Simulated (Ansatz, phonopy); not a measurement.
# How MgS (Niningerite, Fm-3m) expands on warming, part 3 of 4

Wanted: α(T), C_P(T) and B(T) of MgS (Niningerite) in the quasi-harmonic approximation.

Experimental results on record:
- heat capacity C_P per formula unit 45.6 J/mol/K near room temperature (given in “High-Throughput Prediction of Finite-Temperature Properties using the Quasi-Harmonic Approximation”, 2016, arXiv:1603.06924)

Ansatz 0.2.0; DFT PBEsol, scalar-relativistic, plane waves, PAW.

So far, isothermal bulk modulus at 298 K (GPa): step 5 (the quasi-harmonic study, cutoff 487.2 eV, k-mesh 8×8×8) 72.0.

## Step 7: Phonons on strained cells, k-mesh 4×4×4, q-mesh 4×4×4

The study relaxes the crystal at several strains, solves the phonons on some of them and minimises the free energy at each temperature (static energy, vibrations, the electrons in a metal, and PV under a set pressure); the q-mesh sets how far the force constants reach.

This step: DFT PBEsol, scalar-relativistic, plane waves, PAW (Ansatz 0.2.0).

Input file input.yaml:

```yaml
crystal:
  lattice:
    - [0.0, 2.5909905693, 2.5909905693]
    - [2.5909905693, 0.0, 2.5909905693]
    - [2.5909905693, 2.5909905693, 0.0]
  atoms:
    - { symbol: Mg, position: [0.0, 0.0, 0.0] }
    - { symbol: S, position: [0.5, 0.5, 0.5] }
kpoints:
  mp_grid: { grid: [4, 4, 4] }
hamiltonian:
  xc: pbesol
scf:
  occupations: { method: fixed }
output:
  eigenvalues: true
phonons:
  method: dfpt
  qmesh: [4, 4, 4]
  temperatures: { t_max: 800.0, t_step: 50 }
  thermal_expansion: {}
```

Started as:

```sh
$ ansatz run input.yaml --threads 4 --pin off --max-ram 16384MiB --backend cpu --events-out ev --progress --plain --runs-dir out
```

Numbers of over 12 decimals in the logs are rounded to 6 here.

The log of the run:

```text
[...]
Crystal: 2 atoms, lattice volume = 34.788 Å³
Basis set: ecut = 487.2 eV, 869 PW (Γ), exchange–correlation on 54×54×54 points (8 copies of the dense FFT grid, shifted against one another)
Bands: 12, of which v1, the nominal top of the filled ones, is band 8 counted from 1 (7 counted from 0)
Symmetry: 48 space group operations
[...]
k-points: 8 of 64
[...]
SCF iter   1: F=—  HF=-2799.867486 eV  |F-HF|=—  |Δ(HF+E_count)|=         —  Δρ=2.60e-3  dr2=2.46e-3  ethr=1.77e-3  ⟨swp⟩=4.9  Hψ=516  notcnv=0  defer=7
[...]
SCF iter   9: F=-2799.865679 eV  HF=-2799.865679 eV  |F-HF|=4.55e-13  |Δ(HF+E_count)|=  4.73e-11  Δρ=3.32e-8  dr2=6.47e-13  ethr=1.00e-12  ⟨swp⟩=7.0  Hψ=506  notcnv=0
SCF 1 converged in 9 iterations: F = -2799.865679 eV  dr2 = 6.47e-13
[...]
relax step   1: F+E_penalty+E_count = -2799.86567900 eV  Δ(F+E_penalty+E_count) = +0.000e0 eV  max|allowed force component| = 2.623e-29 eV/Å  Δτ_max = 0.0000 Å  (9 SCF iters, accepted)
SCF converged after 9 iterations
Free energy (F): -2799.865679 eV
[...]
Internal energy: -2799.865679 eV  (E = F + TS)
E sigma→0 (E₀):  -2799.865679 eV
Fermi energy:    6.508232 eV
[...]
--- Stress (GPa, compression-positive) ---
        0.412404      -0.000000       0.000000
       -0.000000       0.412404       0.000000
        0.000000      -0.000000       0.412404
  P = ⅓ Tr σ = 0.4124 GPa (4.124 kbar)
--- Band table (eV; the first three rows and the last of 8) ---
  k-point 0: bands = [... 4 lower, -6.2457, 6.5082, 6.5082, 6.5082, 10.1843, 14.2922, 14.2922, 14.2922]
  k-point 1: bands = [... 4 lower, -5.6624, 3.6226, 6.1729, 6.1729, 11.3599, 14.1998, 14.1998, 14.7569]
  k-point 2: bands = [... 4 lower, -4.8760, 1.5382, 5.8949, 5.8949, 10.8996, 13.2945, 13.2945, 16.6846]
  k-point 7: bands = [... 4 lower, -4.4450, 3.1680, 3.1680, 4.0722, 11.7358, 14.3252, 14.3252, 14.4907]
── thermal expansion: 3 new cells, 3 in all ──
thermal expansion: relaxation of cell 2
thermal expansion: relaxation of cell 3
── thermal expansion: 2 new cells, 5 in all ──
thermal expansion: relaxation of cell 4
thermal expansion: lower-state search of cell 4
thermal expansion: phonons of cell 4
thermal expansion: relaxation of cell 5
thermal expansion: phonons of cell 5
── thermal expansion: 6 new cells, 11 in all ──
thermal expansion: relaxation of cell 6
thermal expansion: relaxation of cell 7
thermal expansion: relaxation of cell 8
thermal expansion: relaxation of cell 9
thermal expansion: relaxation of cell 10
thermal expansion: relaxation of cell 11
thermal expansion: phonons of cell 6
thermal expansion: phonons of cell 7
thermal expansion: phonons of cell 8
--- Relaxed structure (1 steps of the walk, 1 accepted, 0 SCFs on fresh bases) ---
  F+E_penalty+E_count = -2799.86567900 eV   max|allowed force component| = 2.623e-29 eV/Å
  atoms:
    - { symbol: Mg, position: [0.0, 0.0, 0.0] }
    - { symbol: S, position: [0.500000, 0.500000, 0.500000] }
--- Thermal expansion: 11 cells in 3 rounds, 0 GPa ---
  no lower state was reached at cell 4
  without vibrations: a 3.67061, b 3.67061, c 3.67061 Å, V 34.9704 Å³, B 77.89 GPa
  at 0 K: a 3.68102, b 3.68102, c 3.68102 Å, V 35.2688 Å³, B 75.96 GPa
  zero-point expansion: a +0.284, b +0.284, c +0.284, V +0.853 %
[...]
0.00    3.68102    3.68102    3.68102    35.2688 |    0.00    0.00    0.00    0.00 |   31.03 |     0.000     0.000 |    75.96    75.96
   100.00    3.68204    3.68204    3.68204    35.2979 |    8.29    8.29    8.29   24.86 |   42.55 |    24.435    24.336 |    75.34    75.65
   200.00    3.68654    3.68654    3.68654    35.4277 |   14.91   14.91   14.91   44.74 |   48.78 |    41.291    40.665 |    73.37    74.50
   298.15    3.69244    3.69244    3.69244    35.5981 |   17.40   17.40   17.40   52.20 |       - |    46.679    45.440 |    71.13    73.07
   350.00    3.69586    3.69586    3.69586    35.6970 |   18.26   18.26   18.26   54.79 |   53.61 |    48.205    46.626 |    69.89    72.25
   450.00    3.70288    3.70288    3.70288    35.9008 |   19.65   19.65   19.65   58.96 |   56.01 |    50.190    47.912 |    67.36    70.57
   550.00    3.71041    3.71041    3.71041    36.1202 |   20.95   20.95   20.95   62.86 |   58.23 |    51.637    48.579 |    64.69    68.76
   650.00    3.71844    3.71844    3.71844    36.3553 |   22.33   22.33   22.33   66.99 |   60.46 |    52.916    48.966 |    61.85    66.84
   750.00    3.72704    3.72704    3.72704    36.6080 |   23.88   23.88   23.88   71.63 |   62.79 |    54.201    49.210 |    58.83    64.79
   800.00    3.73157    3.73157    3.73157    36.7417 |   24.74   24.74   24.74   74.23 |   64.01 |    54.883    49.299 |    57.24    63.73
[...]
vibrations' free energy: its fit leaves 0.0005 meV an atom at the most
  the electrons' free energy at temperature is not in it: every band gap is over 0.83 eV
  free energies summed between the sampled wave vectors
[...]
the FFT grids of the static calculations differ: 27 × 27 × 27, 30 × 30 × 30
  band gaps on the cells' k-points are 2.515 to 2.748 eV
```

It took 72 s on 4 threads of Arm Neoverse V2, shared host; peak memory 0.5 GiB; 4.2 min of CPU time.

A gap read on the k-mesh alone can miss the band edges.

This step gave:

- pressure: 0.4124 GPa
- gap on the k-mesh: 2.700 eV
- volume expansion coefficient at 298 K: 52.20 1e-6/K
- C_P at 298 K: 23.34 J/mol-atom/K
- entropy at 298 K: 26.59 J/mol-atom/K
- isothermal bulk modulus at 298 K: 71.13 GPa
- Grüneisen parameter at 298 K: 1.752
- volume at 298 K: 17.80 Å³/atom
- principal linear expansion coefficients at 298 K: 17.4, 17.4, 17.4 1e-6/K

Strained cells of the study; zero-point energy where phonons were solved; the pressures are stresses at a fixed cutoff and can carry an offset from the finite basis. Expansion cells, by row:

| cell | \|a\| (Å) | \|b\| (Å) | \|c\| (Å) | V (Å³/atom) | E - E_lowest (meV/atom) | pressure, compression positive (GPa) | gap (eV) | zero-point energy (meV/atom) |
| --- | --- | --- | --- | --- | --- | --- | --- | --- |
| 1 | 3.664 | 3.664 | 3.664 | 17.39 | 0.12 | 0.406 | 2.7 | - |
| 2 | 3.694 | 3.694 | 3.694 | 17.81 | 1.464 | -1.406 | 2.652 | - |
| 3 | 3.635 | 3.635 | 3.635 | 16.98 | 3.686 | 2.402 | 2.746 | - |
| 4 | 3.671 | 3.671 | 3.671 | 17.49 | 0 | -0.019 | 2.689 | 40.91 |
| 5 | 3.689 | 3.689 | 3.689 | 17.75 | 0.965 | -1.149 | 2.659 | 39.84 |
| 6 | 3.709 | 3.709 | 3.709 | 18.04 | 4.04 | -2.283 | 2.627 | 38.69 |
| 7 | 3.728 | 3.728 | 3.728 | 18.32 | 8.96 | -3.31 | 2.596 | 37.59 |
| 8 | 3.747 | 3.747 | 3.747 | 18.61 | 15.73 | -4.269 | 2.564 | 36.48 |
| 9 | 3.634 | 3.634 | 3.634 | 16.97 | 3.844 | 2.457 | 2.748 | - |
| 10 | 3.653 | 3.653 | 3.653 | 17.23 | 0.94 | 1.181 | 2.719 | - |
| 11 | 3.777 | 3.777 | 3.777 | 19.06 | 29.66 | -5.628 | 2.515 | - |

Quasi-harmonic; a, b, c are the run's own cell vectors. Expansion, by row:

| T (K) | a (Å) | b (Å) | c (Å) | alpha (deg) | beta (deg) | gamma (deg) | cell volume (Å³/cell) | alpha_a (1e-6/K) | alpha_b (1e-6/K) | alpha_c (1e-6/K) | alpha_V (1e-6/K) | C_P (J/mol-atom/K) | C_V (J/mol-atom/K) | S (J/mol-atom/K) | B_T (GPa) | B_S (GPa) | Grueneisen | extrapolation | fit error (1e-6/K) |
| --- | --- | --- | --- | --- | --- | --- | --- | --- | --- | --- | --- | --- | --- | --- | --- | --- | --- | --- | --- |
| 0 | 3.681 | 3.681 | 3.681 | 60 | 60 | 60 | 35.27 | 0 | 0 | 0 | 0 | 0 | 0 | 0 | 75.96 | 75.96 | - | 0 | 0 |
| 50 | 3.681 | 3.681 | 3.681 | 60 | 60 | 60 | 35.27 | 1.85 | 1.85 | 1.85 | 5.54 | 3.25 | 3.249 | 1.002 | 75.9 | 75.93 | 1.375 | 0 | 0 |
| 100 | 3.682 | 3.682 | 3.682 | 60 | 60 | 60 | 35.3 | 8.29 | 8.29 | 8.29 | 24.86 | 12.22 | 12.17 | 6.104 | 75.34 | 75.65 | 1.636 | 0 | 0.01 |
| 150 | 3.684 | 3.684 | 3.684 | 60 | 60 | 60 | 35.35 | 12.54 | 12.54 | 12.54 | 37.61 | 17.73 | 17.56 | 12.22 | 74.42 | 75.14 | 1.697 | 0 | 0.02 |
| 200 | 3.687 | 3.687 | 3.687 | 60 | 60 | 60 | 35.43 | 14.91 | 14.91 | 14.91 | 44.74 | 20.65 | 20.33 | 17.76 | 73.37 | 74.5 | 1.722 | 0 | 0.04 |
| 250 | 3.689 | 3.689 | 3.689 | 60 | 60 | 60 | 35.51 | 16.39 | 16.39 | 16.39 | 49.17 | 22.32 | 21.85 | 22.56 | 72.25 | 73.8 | 1.739 | 0 | 0.04 |
| 298.1 | 3.692 | 3.692 | 3.692 | 60 | 60 | 60 | 35.6 | 17.4 | 17.4 | 17.4 | 52.2 | 23.34 | 22.72 | 26.59 | 71.13 | 73.07 | 1.752 | 0 | 0.05 |
| 300 | 3.693 | 3.693 | 3.693 | 60 | 60 | 60 | 35.6 | 17.43 | 17.43 | 17.43 | 52.3 | 23.37 | 22.75 | 26.73 | 71.09 | 73.04 | 1.752 | 0 | 0.05 |
| 350 | 3.696 | 3.696 | 3.696 | 60 | 60 | 60 | 35.7 | 18.26 | 18.26 | 18.26 | 54.79 | 24.1 | 23.31 | 30.39 | 69.89 | 72.25 | 1.766 | 0 | 0.04 |
| 400 | 3.699 | 3.699 | 3.699 | 60 | 60 | 60 | 35.8 | 18.98 | 18.98 | 18.98 | 56.95 | 24.65 | 23.69 | 33.65 | 68.64 | 71.43 | 1.779 | 0 | 0.04 |
| 450 | 3.703 | 3.703 | 3.703 | 60 | 60 | 60 | 35.9 | 19.65 | 19.65 | 19.65 | 58.96 | 25.09 | 23.96 | 36.58 | 67.36 | 70.57 | 1.792 | 0 | 0.02 |
| 500 | 3.707 | 3.707 | 3.707 | 60 | 60 | 60 | 36.01 | 20.3 | 20.3 | 20.3 | 60.9 | 25.48 | 24.15 | 39.24 | 66.05 | 69.68 | 1.806 | 0 | 0.06 |
| 550 | 3.71 | 3.71 | 3.71 | 60 | 60 | 60 | 36.12 | 20.95 | 20.95 | 20.95 | 62.86 | 25.82 | 24.29 | 41.69 | 64.69 | 68.76 | 1.821 | 0 | 0.1 |
| 600 | 3.714 | 3.714 | 3.714 | 60 | 60 | 60 | 36.24 | 21.63 | 21.63 | 21.63 | 64.88 | 26.14 | 24.4 | 43.95 | 63.29 | 67.81 | 1.836 | 0 | 0.16 |
| 650 | 3.718 | 3.718 | 3.718 | 60 | 60 | 60 | 36.36 | 22.33 | 22.33 | 22.33 | 66.99 | 26.46 | 24.48 | 46.05 | 61.85 | 66.84 | 1.853 | 0 | 0.2 |
| 700 | 3.723 | 3.723 | 3.723 | 60 | 60 | 60 | 36.48 | 23.08 | 23.08 | 23.08 | 69.23 | 26.77 | 24.55 | 48.02 | 60.36 | 65.83 | 1.87 | 0 | 0.21 |
| 750 | 3.727 | 3.727 | 3.727 | 60 | 60 | 60 | 36.61 | 23.88 | 23.88 | 23.88 | 71.63 | 27.1 | 24.61 | 49.88 | 58.83 | 64.79 | 1.888 | 0 | 0.15 |
| 800 | 3.732 | 3.732 | 3.732 | 60 | 60 | 60 | 36.74 | 24.74 | 24.74 | 24.74 | 74.23 | 27.44 | 24.65 | 51.64 | 57.24 | 63.73 | 1.907 | 0 | 0.09 |

Table of expansion coefficient by temperature; values in 1e-6/K:

| temperature (K) | volume | principal 1 |
| --- | --- | --- |
| 0 | 0 | 0 |
| 50 | 5.54 | 1.85 |
| 100 | 24.9 | 8.29 |
| 150 | 37.6 | 12.5 |
| 200 | 44.7 | 14.9 |
| 250 | 49.2 | 16.4 |
| 298 | 52.2 | 17.4 |
| 300 | 52.3 | 17.4 |
| 350 | 54.8 | 18.3 |
| 400 | 57.0 | 19.0 |
| 450 | 59.0 | 19.6 |
| 500 | 60.9 | 20.3 |
| 550 | 62.9 | 20.9 |
| 600 | 64.9 | 21.6 |
| 650 | 67.0 | 22.3 |
| 700 | 69.2 | 23.1 |
| 750 | 71.6 | 23.9 |
| 800 | 74.2 | 24.7 |

Changing the q-mesh (2×2×2 → 4×4×4) and the k-mesh (8×8×8 → 4×4×4) takes the volume expansion at 298 K from 48.8 to 52.2 × 10⁻⁶/K and B_T from 72.0 to 71.1 GPa.

## Step 8: Quasi-harmonic fit by phonopy

This step: DFT PBEsol, scalar-relativistic, plane waves, PAW (phonopy 4.10.0).

This step gave:

| Item | Value |
| --- | --- |
| volume expansion coefficient at 300 K | 52.22 1e-6/K |
| isothermal bulk modulus at 300 K | 71.06 GPa |
| C_P at 300 K | 23.43 J/mol-atom/K |
| Grüneisen parameter at 300 K | 1.749 |

Table of energy (each curve on its own zero) by volume; values in meV/atom:

| volume (Å³/atom) | static | F at 0 K | F at 300 K | F at 800 K |
| --- | --- | --- | --- | --- |
| 17.488 | 0 | 2.21 | 4.67 | 11.6 |
| 17.752 | 0.97 | 2.1 | 3.45 | 7.13 |
| 18.039 | 4.04 | 4.03 | 4.1 | 4.23 |
| 18.320 | 8.96 | 7.84 | 6.61 | 3.14 |
| 18.606 | 15.7 | 13.5 | 10.9 | 3.64 |

Phonopy-qha, vinet fit of F(V) at each temperature. Qha vinet, by row:

| T (K) | fitted volume (Å³/atom) | alpha_V (1e-6/K) | B_T (GPa) | C_P (J/mol-atom/K) | Grueneisen |
| --- | --- | --- | --- | --- | --- |
| 100 | 17.65 | 23.61 | 75.3 | 11.72 | 1.553 |
| 150 | 17.68 | 36.71 | 74.38 | 17.61 | 1.655 |
| 200 | 17.71 | 44.32 | 73.34 | 20.67 | 1.705 |
| 250 | 17.76 | 48.98 | 72.22 | 22.37 | 1.731 |
| 300 | 17.8 | 52.22 | 71.06 | 23.43 | 1.749 |
| 350 | 17.85 | 54.76 | 69.86 | 24.16 | 1.764 |
| 400 | 17.9 | 56.95 | 68.62 | 24.7 | 1.778 |
| 450 | 17.95 | 58.97 | 67.34 | 25.13 | 1.792 |
| 500 | 18 | 60.93 | 66.02 | 25.51 | 1.806 |
| 550 | 18.06 | 62.9 | 64.66 | 25.85 | 1.821 |
| 600 | 18.12 | 64.93 | 63.27 | 26.17 | 1.837 |
| 650 | 18.18 | 67.04 | 61.83 | 26.48 | 1.853 |
| 700 | 18.24 | 69.28 | 60.35 | 26.8 | 1.871 |
| 750 | 18.3 | 71.68 | 58.83 | 27.12 | 1.889 |

The volume expansion coefficient by temperature; values in 1e-6/K:

| temperature (K) | phonopy-qha, Vinet | Ansatz's own study |
| --- | --- | --- |
| 100 | 23.6 | 24.9 |
| 150 | 36.7 | 37.6 |
| 200 | 44.3 | 44.7 |
| 250 | 49.0 | 49.2 |
| 300 | 52.2 | 52.3 |
| 350 | 54.8 | 54.8 |
| 400 | 57.0 | 57.0 |
| 450 | 59.0 | 59.0 |
| 500 | 60.9 | 60.9 |
| 550 | 62.9 | 62.9 |
| 600 | 64.9 | 64.9 |
| 650 | 67.0 | 67.0 |
| 700 | 69.3 | 69.2 |
| 750 | 71.7 | 71.6 |

The fit gives a volume expansion of 52.2 × 10⁻⁶/K at 300 K, against 52.2 at 298 K from the study itself, whose static fit uses more cells.

## Step 9: Relaxing at another setting

The functional, the potentials or the cutoff change, so the crystal is relaxed again at the new setting.

This step: DFT PBEsol, scalar-relativistic, plane waves, PAW (Ansatz 0.2.0).

input.yaml, the sections that differ from step 7:

```yaml
kpoints:
  mp_grid: { grid: [8, 8, 8] }
output:
  forces: true
  stress: true
  eigenvalues: true
basis:
  ecutwfc: 320.0
relax:
  adjacent_minimum: "off"
  f_tol: 0.001
  max_steps: 60
  cell: { stress_tol: 0.01 }
# crystal, hamiltonian, scf: as in step 7
# phonons: removed
```

A lower cutoff is cheaper; the question is how far the property drifts.

The log of the run:

```text
Warning: basis.ecutwfc = 320 eV is below the records' recommended 420 eV, and the density's cutoff is lower with it unless basis.ecutrho_ratio is high enough to keep the records' density cutoff: compare with a run at a higher cutoff
[...]
Crystal: 2 atoms, lattice volume = 34.788 Å³
[...]
k-point 28: bands = [... 4 lower, -4.4812, 3.1467, 3.1467, 4.0508, 11.7245, 14.3112, 14.3112, 14.4843]
--- Relaxed structure (2 steps of the walk, 2 accepted, 1 SCFs on fresh bases) ---
[...]
cell:  # Å, volume = 34.7984 Å³
    - [0, 2.591254, 2.591254]
    - [2.591254, 0, 2.591254]
    - [2.591254, 2.591254, 0]
  atoms:
    - { symbol: Mg, position: [0, 0, 0] }
    - { symbol: S, position: [0.5, 0.5, 0.5] }
[key lines of the parts left out:]
SCF converged after 5 iterations
Free energy (F): -2799.904769 eV
Fermi energy:    6.474456 eV
P = ⅓ Tr σ = 0.0051 GPa (0.051 kbar)
```

It took 0.68 s on 4 threads; peak memory 0.27 GiB; 1.9 s of CPU time.

Little changed from the start: no atom moved by 0.005 Å and no cell edge by 0.1 %.

This step gave:

```
pressure          : 0.005136 GPa
gap on the k-mesh : 2.730 eV
volume per atom   : 17.40 Å³
```

The residual pressure is 0.0051 GPa, small enough for phonons.

## Step 10: Phonons on strained cells, cutoff 320 eV, q-mesh 4×4×4

Thermal expansion follows from how the free energy of the vibrations (and of the electrons in a metal) changes with strain, so the program makes strained cells, their phonons and a fit in one run.

input.yaml, the sections that differ from step 9:

```yaml
crystal:
  lattice:
    - [0.0, 2.5912538234, 2.5912538234]
    - [2.5912538234, 0.0, 2.5912538234]
    - [2.5912538234, 2.5912538234, 0.0]
  atoms:
    - { symbol: Mg, position: [0.0, 0.0, 0.0] }
    - { symbol: S, position: [0.5, 0.5, 0.5] }
output:
  eigenvalues: true
phonons:
  method: dfpt
  qmesh: [4, 4, 4]
  temperatures: { t_max: 800.0, t_step: 50 }
  thermal_expansion: {}
# kpoints, hamiltonian, scf, basis: as in step 9
# relax: removed
```

The log of the run:

```text
[...]
Warning: basis.ecutrho_ratio = 4 (ecutrho = 1280 eV) is below the records' recommended 1680 eV
[...]
Crystal: 2 atoms, lattice volume = 34.798 Å³
Basis set: ecut = 320 eV, 459 PW (Γ), exchange–correlation on 48×48×48 points (8 copies of the dense FFT grid, shifted against one another)
[...]
vibrations' free energy: its fit leaves 0.0004 meV an atom at the most
  the electrons' free energy at temperature is not in it: every band gap is over 0.83 eV
  free energies summed between the sampled wave vectors
[...]
band gaps on the cells' k-points are 2.559 to 2.790 eV
[key lines of the parts left out:]
SCF converged after 7 iterations
Free energy (F): -2799.904769 eV
Fermi energy:    6.474457 eV
P = ⅓ Tr σ = 0.0051 GPa (0.051 kbar)
```

Run time: 2.7 min. Hardware: 4 threads; peak memory 0.67 GiB; 10 min of CPU time.

Changing the k-mesh (4×4×4 → 8×8×8) and the cutoff (487.2 → 320 eV) takes the volume expansion at 298 K from 52.2 to 50.2 × 10⁻⁶/K and B_T from 71.1 to 71.6 GPa.

[end of part 3 of 4]

[Logs are printed without paths, hosts, clocks, repeated set-up lines and the standing remarks that a program may print on its own settings, such as how far it seeks lower states.]

[Hosts, paths, dates, database ids (printed as entryN), source tags and the programs' standing remarks are cut or masked in the printed files.]

[A step with changed settings may run another functional than the one named; its input shows which.]
